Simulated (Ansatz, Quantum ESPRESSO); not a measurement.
# GaN (F-43m): from Born charge to LO-TO splitting

How high does the longitudinal optical mode of GaN (F-43m) lie, given the transverse one, the Born charge and ε∞?

Main program and level: Quantum ESPRESSO 7.5; DFT LDA, scalar-relativistic, plane waves, GBRV ultrasoft pseudopotentials.

### 1. The relaxed structure

It takes space group F-43m (No. 216, cubic). Conventional cell: a = 4.457 Å, b = 4.457 Å, c = 4.457 Å, α = 90.00°, β = 90.00°, γ = 90.00°. Nearest to Ga lie 4 N at 1.93 Å. N has 4 Ga at 1.93 Å nearest. Farther neighbours and most contacts between anions are not listed.

This is the cell after its relaxation at this level of theory, not the database cell from which that began.

### 2. What the response run gave

A linear-response run on the relaxed cell, with the response to an electric field; only its zone-centre results are used. Cutoff 45 Ry, k mesh 12×12×12.

The log of the run:

```text
[banners, grids, parts of the stress and lines that vanish by symmetry left out]
Program PHONON v.7.5
     Reading xml data from directory:

[...]
Exchange-correlation= PZ
                           (   1   1   0   0   0   0   0)
[...]
kinetic-energy cut-off    =      45.0000  Ry
     charge density cut-off    =     270.0000  Ry
     convergence threshold     =      1.0E-18
[...]
Exchange-correlation= PZ
                           (   1   1   0   0   0   0   0)
[...]
q = (   0.0000000   0.0000000   0.0000000 )
     25 Sym.Ops. (with q -> -q+G )
     G cutoff =  485.1369  (  11191 G-vectors)     FFT grid: ( 32, 32, 32)
     G cutoff =  323.4246  (   6081 G-vectors)  smooth grid: ( 25, 25, 25)
     number of k points=    72
[...]
Mode symmetry, T_d (-43m)  point group:
[...]
Dielectric constant
[...]
End of electric fields calculation
          Dielectric constant in cartesian axis
          (       5.747829061      -0.000000000      -0.000000000 )
          (       0.000000000       5.747829061       0.000000000 )
          (      -0.000000000      -0.000000000       5.747829061 )
          Effective charges (d Force / dE) in cartesian axis without acoustic sum rule applied (asr)
           atom    1  Ga    Mean Z*:        2.64449
      Ex  (        2.64449        0.00000        0.00000 )
      Ey  (        0.00000        2.64449       -0.00000 )
      Ez  (        0.00000        0.00000        2.64449 )
           atom    2  N     Mean Z*:       -2.63827
      Ex  (       -2.63827       -0.00000        0.00000 )
      Ey  (       -0.00000       -2.63827       -0.00000 )
      Ez  (        0.00000       -0.00000       -2.63827 )
          Effective charges Sum: Mean:        0.00622
[...]
Effective charges (d Force / dE) in cartesian axis with asr applied:
           atom    1  Ga    Mean Z*:        2.64138
[...]
atom    2  N     Mean Z*:       -2.64138
[...]
Representation #   1 modes #   1   2   3
[...]
End of self-consistent calculation
     Convergence has been achieved
     Representation #   2 modes #   4   5   6
[...]
End of self-consistent calculation
     Convergence has been achieved
[...]
Dielectric constant in cartesian axis
          (       5.747829061      -0.000000000      -0.000000000 )
          (       0.000000000       5.747829061       0.000000000 )
          (      -0.000000000      -0.000000000       5.747829061 )
          Effective charges (d Force / dE) in cartesian axis without acoustic sum rule applied (asr)
           atom    1  Ga    Mean Z*:        2.64449
      Ex  (        2.64449        0.00000        0.00000 )
      Ey  (        0.00000        2.64449       -0.00000 )
      Ez  (        0.00000        0.00000        2.64449 )
           atom    2  N     Mean Z*:       -2.63827
      Ex  (       -2.63827       -0.00000        0.00000 )
      Ey  (       -0.00000       -2.63827       -0.00000 )
      Ez  (        0.00000       -0.00000       -2.63827 )
          Effective charges Sum: Mean:        0.00622
[...]
Effective charges (d Force / dE) in cartesian axis with asr applied:
           atom    1  Ga    Mean Z*:        2.64138
[...]
atom    2  N     Mean Z*:       -2.64138
[...]
q = (    0.000000000   0.000000000   0.000000000 )
[...]
freq (    1) =      -0.319119 [THz] =     -10.644650 [cm-1]
     freq (    2) =      -0.319119 [THz] =     -10.644650 [cm-1]
     freq (    3) =      -0.319119 [THz] =     -10.644650 [cm-1]
     freq (    4) =      16.609751 [THz] =     554.041660 [cm-1]
     freq (    5) =      16.609751 [THz] =     554.041660 [cm-1]
     freq (    6) =      16.609751 [THz] =     554.041660 [cm-1]
[...]
Mode symmetry, T_d (-43m)  point group:
     freq (   1-   3) =        -10.6  [cm-1]   --> T_2  G_15 P_4   I+R
     freq (   4-   6) =        554.0  [cm-1]   --> T_2  G_15 P_4   I+R

   JOB DONE.
```

| quantity | value |
| --- | --- |
| cell volume Ω (Å³) | 22.133 |
| mass of Ga (u) | 69.723 |
| mass of N (u) | 14.007 |
| Born charge of Ga, raw (e) | 2.644 |
| Born charge of N, raw (e) | -2.638 |
| ε∞ | 5.748 |
| ω(TO) after the sum rule (cm⁻¹) | 554.2 |

### 3. The calculation

The charges must sum to zero over the cell; taking off their mean, 0.003 e, leaves Z* = 2.641 e on Ga. In the polar mode Ga moves against N, so the reduced mass is μ = 69.72 × 14.01 / 83.73 = 11.664 u.

A longitudinal wave builds up a field that adds to the restoring force: ω(LO)² = ω(TO)² + 4π Z*² / (μ Ω ε∞), in Hartree atomic units. With μ = 21262 electron masses and Ω = 149.36 bohr³ the second term is 4.8034e-06 Ha², or 231374 cm⁻² (1 Ha = 219474.6 cm⁻¹).

So ω(LO) = √(307138 + 231374) = 733.8 cm⁻¹, and by the Lyddane-Sachs-Teller relation ε₀ = ε∞ (ω(LO)/ω(TO))² = 10.08.

### 4. Check against the program

The analysis program adds the same non-analytic term to the full matrix, here for q along (1 0 0).

The log of the run:

```text
[banner, memory and clock lines left out]
Program DYNMAT v.7.5

     Reading Dynamical Matrix from file g.dyn
     ...Force constants read
     ...epsilon and Z* read

     Polarizability (A^3 units)
     multiply by 0.387205 for Clausius-Mossotti correction
         8.362171    0.000000   -0.000000
        -0.000000    8.362171   -0.000000
        -0.000000    0.000000    8.362171

     IR activities are in (D/A)^2/amu units

# mode   [cm-1]    [THz]      IR
    1     -0.00   -0.0000    0.0000
    2     -0.00   -0.0000    0.0000
    3      0.00    0.0000    0.0000
    4    554.20   16.6144   13.8004
    5    554.20   16.6144   13.8004
    6    733.83   21.9996   13.8004
```

ε₀ comes from the program's run without a direction of q.

| quantity | by hand | program |
| --- | --- | --- |
| ω(LO) (cm⁻¹) | 733.8 | 733.8 |
| ε₀ | 10.08 | 10.08 |

### 5. What came out

```json
{"TO mode": "554.2 cm⁻¹", "LO mode": "733.8 cm⁻¹", "static dielectric constant": "10.08"}
```

What this shows: The LO mode of GaN (F-43m) lies at 734 cm⁻¹, 180 cm⁻¹ above the TO mode; the formula meets the program within 0.1 cm⁻¹, as it must for a cubic crystal with one polar mode. ω(LO)² − ω(TO)² goes with Z*²/ε∞: an error of 5 % in ε∞ would move the LO mode by 7.5 cm⁻¹, and semilocal functionals tend to overestimate ε∞. The acoustic modes of the response miss zero by 11 cm⁻¹, a numerical error that can touch the optical modes as well. These are harmonic values at zero temperature, at the volume of this functional, for the structure held cubic; stability elsewhere in the zone is no part of this calculation.

[Host names and launcher messages were left out of these logs when they were recorded.]

[Logs are printed without paths, hosts, clocks, repeated set-up lines and the standing remarks that a program may print on its own settings, such as how far it seeks lower states.]

[Hosts, paths, dates, database ids (printed as entryN), source tags and the programs' standing remarks are cut or masked in the printed files.]
